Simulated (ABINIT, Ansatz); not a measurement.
# How the form of the self-energy moves the gap of LiNbO3 (R3c)

How much does the gap of LiNbO3 (R3c) depend on the approximation to the self-energy?

Calculated with ABINIT 10.8.3; PBE and many-body steps on it, plane waves.

This is a report of a sequence of runs, with most program output left out.

### 1. The structure

Symmetry: R3c, No. 161, trigonal system. Conventional cell: a = 5.152 Å, b = 5.152 Å, c = 13.869 Å, α = 90.00°, β = 90.00°, γ = 120.00°. Nearest to Li lie 6 O at 2.07 to 2.24 Å. Nearest to Nb lie 6 O at 1.88 to 2.13 Å. O has 2 Nb at 1.88 to 2.13 Å and 2 Li at 2.07 to 2.24 Å nearest. Farther neighbours and most contacts between anions are not listed.

The cell and positions come from the Crystallography Open Database and are kept as given unless a step says otherwise.

### 2. Empty states on the mesh, 4×4×4 mesh, 574 bands

This step: ABINIT 10.8.3; DFT, PBE, plane waves, norm-conserving pseudopotentials.

The sums over transitions need many empty states on a uniform mesh; this step solves for them.

run.abi reads:

```
acell 3*1.0 Angstrom
rprim 
  2.575800000019 1.487138823389 4.623000000000
  -2.575800000018 1.487138823389 4.623000000000
  0.000000000000 -2.974277646779 4.623000000000
ntypat 3
znucl 3 41 8
natom 10
typat 1 1 2 2 3 3 3 3 3 3
xred 
  0.281500000000 0.281500000000 0.281500000000
  0.781500000000 0.781500000000 0.781500000000
  0.000055000000 0.000055000000 0.000055000000
  0.500055000000 0.500055000000 0.500055000000
  0.112310000000 0.358360000000 0.719590000000
  0.719590000000 0.112310000000 0.358360000000
  0.358360000000 0.719590000000 0.112310000000
  0.219590000000 0.858360000000 0.612310000000
  0.858360000000 0.612310000000 0.219590000000
  0.612310000000 0.219590000000 0.858360000000
pp_dirpath "pseudos"
pseudos "Li.upf, Nb.upf, O.upf"
ecut 37
ngkpt 4 4 4
nshiftk 1
shiftk 0 0 0
kptopt 1
chksymbreak 0
iscf -2
irdden 1
istwfk *1
nband 574
nbdbuf 52
tolwfr 1e-09
nstep 60
prtvol 0
indata_prefix "in"
outdata_prefix "out"
tmpdata_prefix "tmp"
```

The run is started by

```sh
$ OMP_NUM_THREADS=1 mpirun -n 16 abinit run.abi > log
```

Wall time 7.6 min (16 MPI ranks of Arm Neoverse V2, shared host); peak memory 2.5 GiB.

Numbers from this step:

| Property | Result |
| --- | --- |
| gap | 3.616 eV |
| k of the valence top | 0, 0, 0 |
| k of the conduction bottom | 0.5, 0.25, 0 |
| least direct gap | 3.618 eV |
| k points computed | 13 |
| lowest point of the top converged band, above the valence top | 149.6852 eV |

On this mesh the gap is 3.616 eV.

The density comes from a self-consistent run that is not shown.

### 3. Screening, 4×4×4 mesh, 233 bands, screening to 141.5 eV

The RPA dielectric matrix is built and inverted for each q.

This step: RPA screening on PBE, plane waves, norm-conserving pseudopotentials.

Changes to run.abi since step 2:

```diff
@@ -28,10 +28,11 @@
 chksymbreak 0
-iscf -2
-irdden 1
 istwfk *1
-nband 574
-nbdbuf 52
-tolwfr 1e-09
-nstep 60
-prtvol 0
+occopt 1
+irdwfk 1
+optdriver 3
+nband 233
+ecuteps 5.2
+inclvkb 2
+awtr 1
+symchi 1
 indata_prefix "in"
```

Elapsed: 6.6 min, on 16 MPI ranks; peak memory 13 GiB; 1.8 h of CPU time.

Numbers from this step:

```yaml
eps_infinity_with_local_fields_on_this_mesh_along_the_program_s_q_direction: 5.018
the_same_without_local_fields: 5.625
plasma_frequency: 29.71 eV
plane_waves_in_the_screening_matrix: 405
```

Local fields lower ε∞ by 11 %.

### 4. G0W0, Godby-Needs plasmon pole

The self-energy is evaluated for the states that the input lists, and the levels follow from it, in one-shot runs by the linearised quasiparticle equation.

This step: G0W0 on PBE, plane waves, norm-conserving pseudopotentials.

Changes to run.abi since step 3:

```diff
@@ -31,8 +31,17 @@
 irdwfk 1
-optdriver 3
+optdriver 4
 nband 233
+gwcalctyp 0
+ecutsigx 37
+symsigma 1
+nkptgw 2
+kptgw 
+  0.0000000000 0.0000000000 0.0000000000
+  0.5000000000 0.2500000000 0.0000000000
+bdgw 
+  33 36
+  33 36
 ecuteps 5.2
-inclvkb 2
-awtr 1
-symchi 1
+irdscr 1
+ppmodel 1
 indata_prefix "in"
```

The job ended after 44 s (16 MPI ranks; peak memory 7.1 GiB).

Numbers from this step:

```yaml
g0w0_gap_on_the_points_computed: 5.081 eV
starting_gap_on_the_mesh: 3.616 eV
k_of_the_valence_top: 0, 0, 0
k_of_the_conduction_bottom: 0.5, 0.25, 0
z_at_the_valence_top: 0.775
z_at_the_conduction_bottom: 0.812
least_direct_g0w0_gap_on_the_computed_points: 5.093 eV
```

The gap on the mesh goes from 3.62 eV to 5.08 eV, a correction of +1.47 eV.

### 5. G0W0, Engel-Farid plasmon pole

Changes to run.abi since step 4:

```diff
@@ -45,3 +45,3 @@
 irdscr 1
-ppmodel 1
+ppmodel 4
 indata_prefix "in"
```

Run time: 30 s. Hardware: 16 MPI ranks; peak memory 6.1 GiB; 7.9 min of CPU time.

Numbers from this step:

| Item | Value |
| --- | --- |
| G0W0 gap on the points computed | 5.141 eV |
| starting gap on the mesh | 3.616 eV |
| k of the valence top | 0, 0, 0 |
| k of the conduction bottom | 0.5, 0.25, 0 |
| Z at the valence top | 0.79 |
| Z at the conduction bottom | 0.825 |
| least direct G0W0 gap on the computed points | 5.154 eV |

Against G0W0 in ABINIT (4×4×4 mesh, 233 bands, screening to 141.5 eV, Godby-Needs plasmon pole), the gap moves by +0.060 eV.

### 6. G0W0, von der Linden-Horsch plasmon pole

Changes to run.abi since step 5:

```diff
@@ -45,3 +45,3 @@
 irdscr 1
-ppmodel 4
+ppmodel 3
 indata_prefix "in"
```

Elapsed: 29 s, on 16 MPI ranks; peak memory 6.1 GiB; 7.8 min of CPU time.

Numbers from this step:

| Quantity | Value |
| --- | --- |
| G0W0 gap on the points computed | 5.194 eV |
| starting gap on the mesh | 3.616 eV |
| k of the valence top | 0, 0, 0 |
| k of the conduction bottom | 0.5, 0.25, 0 |
| least direct G0W0 gap on the computed points | 5.212 eV |

Against G0W0 in ABINIT (4×4×4 mesh, 233 bands, screening to 141.5 eV, Godby-Needs plasmon pole), the gap moves by +0.113 eV.

### 7. One-shot COHSEX

This step: one-shot COHSEX on PBE, plane waves, norm-conserving pseudopotentials.

Changes to run.abi since step 6:

```diff
@@ -33,3 +33,3 @@
 nband 233
-gwcalctyp 0
+gwcalctyp 7
 ecutsigx 37
@@ -45,3 +45,2 @@
 irdscr 1
-ppmodel 3
 indata_prefix "in"
```

Run time: 8.1 s. Hardware: 16 MPI ranks; peak memory 4.8 GiB; 2.1 min of CPU time.

Numbers from this step:

```
quasiparticle gap on the points computed              : 5.790 eV
starting gap on the mesh                              : 3.616 eV
k of the valence top                                  : 0, 0, 0
k of the conduction bottom                            : 0.5, 0.25, 0
least direct quasiparticle gap on the computed points : 5.797 eV
```

Against G0W0 in ABINIT (4×4×4 mesh, 233 bands, screening to 141.5 eV, Godby-Needs plasmon pole), the gap moves by +0.709 eV.

### 8. One-shot Hartree-Fock

This step: one-shot Hartree-Fock on PBE, plane waves, norm-conserving pseudopotentials.

Changes to run.abi since step 7:

```diff
@@ -32,4 +32,4 @@
 optdriver 4
-nband 233
-gwcalctyp 7
+nband 38
+gwcalctyp 5
 ecutsigx 37
@@ -43,4 +43,4 @@
   33 36
-ecuteps 5.2
-irdscr 1
+ixc_sigma 40
+fftgw 31
 indata_prefix "in"
```

It took 6.6 s on 16 MPI ranks; peak memory 4.4 GiB; 1.7 min of CPU time.

This step gave:

| Item | Value |
| --- | --- |
| quasiparticle gap on the points computed | 14.35 eV |
| starting gap on the mesh | 3.616 eV |
| k of the valence top | 0, 0, 0 |
| k of the conduction bottom | 0, 0, 0 |
| least direct quasiparticle gap on the computed points | 14.35 eV |

Against G0W0 in ABINIT (4×4×4 mesh, 233 bands, screening to 141.5 eV, Godby-Needs plasmon pole), the gap moves by +9.270 eV.

### 9. Screening, 4×4×4 mesh, 233 bands, screening to 141.5 eV

This step: RPA screening on PBE, plane waves, norm-conserving pseudopotentials.

Changes to run.abi since step 8:

```diff
@@ -31,16 +31,14 @@
 irdwfk 1
-optdriver 4
-nband 38
-gwcalctyp 5
-ecutsigx 37
-symsigma 1
-nkptgw 2
-kptgw 
-  0.0000000000 0.0000000000 0.0000000000
-  0.5000000000 0.2500000000 0.0000000000
-bdgw 
-  33 36
-  33 36
-ixc_sigma 40
-fftgw 31
+optdriver 3
+nband 233
+ecuteps 5.2
+inclvkb 2
+awtr 1
+symchi 1
+gwcalctyp 2
+nfreqre 16
+freqremax 40 eV
+nfreqim 8
+spmeth 1
+nomegasf 120
 indata_prefix "in"
```

It took 11 min on 16 MPI ranks; peak memory 16 GiB.

This step gave:

- ε∞ with local fields, on this mesh, along the program's q direction: 5.066
- the same without local fields: 5.683
- plasma frequency: 29.71 eV
- plane waves in the screening matrix: 405

### 10. G0W0, contour deformation

This step: G0W0 on PBE, plane waves, norm-conserving pseudopotentials.

Changes to run.abi since step 9:

```diff
@@ -31,14 +31,17 @@
 irdwfk 1
-optdriver 3
+optdriver 4
 nband 233
+gwcalctyp 2
+ecutsigx 37
+symsigma 1
+nkptgw 2
+kptgw 
+  0.0000000000 0.0000000000 0.0000000000
+  0.5000000000 0.2500000000 0.0000000000
+bdgw 
+  33 36
+  33 36
 ecuteps 5.2
-inclvkb 2
-awtr 1
-symchi 1
-gwcalctyp 2
-nfreqre 16
-freqremax 40 eV
-nfreqim 8
-spmeth 1
-nomegasf 120
+irdscr 1
+gwmem 01
 indata_prefix "in"
```

Elapsed: 53 s, on 16 MPI ranks; peak memory 6 GiB; 12 min of CPU time.

This step gave:

| Property | Result |
| --- | --- |
| G0W0 gap on the points computed | 5.061 eV |
| starting gap on the mesh | 3.616 eV |
| k of the valence top | 0, 0, 0 |
| k of the conduction bottom | 0.5, 0.25, 0 |
| least direct G0W0 gap on the computed points | 5.068 eV |

Against G0W0 in ABINIT (4×4×4 mesh, 233 bands, screening to 141.5 eV, Godby-Needs plasmon pole), the gap moves by −0.020 eV.

### 11. The runs together

Times are wall times on 16 MPI ranks of Arm Neoverse V2, shared host, good to a factor of about two. A run's time includes the screening step that it read.

```csv
run,mesh,bands,screening cutoff (eV),DFT gap (eV),gap on the mesh (eV),direct (eV),ε∞ used,time
"G0W0, Godby-Needs plasmon pole",4×4×4,233,141.5,3.616,5.081,5.093,5.02,7.3 min
"G0W0, Engel-Farid plasmon pole",4×4×4,233,141.5,3.616,5.141,5.154,5.02,7.1 min
"G0W0, von der Linden-Horsch plasmon pole",4×4×4,233,141.5,3.616,5.194,5.212,5.02,7.1 min
one-shot COHSEX,4×4×4,233,141.5,3.616,5.790,5.797,5.02,6.7 min
one-shot Hartree-Fock,4×4×4,-,-,3.616,14.351,14.351,-,6.6 s
"G0W0, contour deformation",4×4×4,233,141.5,3.616,5.061,5.068,5.07,12 min
```

### 12. Summary of results

```yaml
g0w0_godby_needs_plasmon_pole: 5.081 eV
g0w0_engel_farid_plasmon_pole: 5.141 eV
g0w0_von_der_linden_horsch_plasmon_pole: 5.194 eV
one_shot_cohsex: 5.790 eV
one_shot_hartree_fock: 14.351 eV
g0w0_contour_deformation: 5.061 eV
known_limits: not at the basis limit; no spin-orbit coupling
```

**Reading.** G0W0, Engel-Farid plasmon pole: +0.060 eV against G0W0, Godby-Needs plasmon pole. G0W0, von der Linden-Horsch plasmon pole: +0.113 eV against G0W0, Godby-Needs plasmon pole. One-shot COHSEX: +0.709 eV against G0W0, Godby-Needs plasmon pole. One-shot Hartree-Fock: +9.270 eV against G0W0, Godby-Needs plasmon pole. G0W0, contour deformation: −0.020 eV against G0W0, Godby-Needs plasmon pole. Bare exchange alone opens the gap to 14.35 eV; against G0W0, correlation takes back 9.27 eV. Static COHSEX lies above G0W0: it lacks the factor Z and overstates the Coulomb hole of the filled states. Bands and cutoff are finite, so the gap is not at the basis limit. The miss can reach some tenths of an eV and take either sign; the mesh is an error of its own. In the G0W0 runs levels were corrected at 2 k points alone, so a gap called «on the mesh» is the least over those, and an edge elsewhere would be missed. The many-body steps are scalar-relativistic: spin-orbit coupling is not in them.

[Paths, hosts, dates, memory and timing lines, banners, echoed tables and standing remarks are left out of the program output.]

[Logs are printed without paths, hosts, clocks, repeated set-up lines and the standing remarks that a program may print on its own settings, such as how far it seeks lower states.]

[Runs of the session that timed out or met a known fault of the program may be left out.]

[Hosts, paths, dates, database ids (printed as entryN), source tags and the programs' standing remarks are cut or masked in the printed files.]

[G0W0 gaps are taken among the corrected bands and points alone; a level outside them can change the order at an edge.]

[Where Ansatz stands beside ABINIT at settings called matched, ABINIT's density can come from a denser mesh and the files from another edition; pairs whose starting gaps differed by over 0.03 eV were left out, so agreement reads better than it is.]
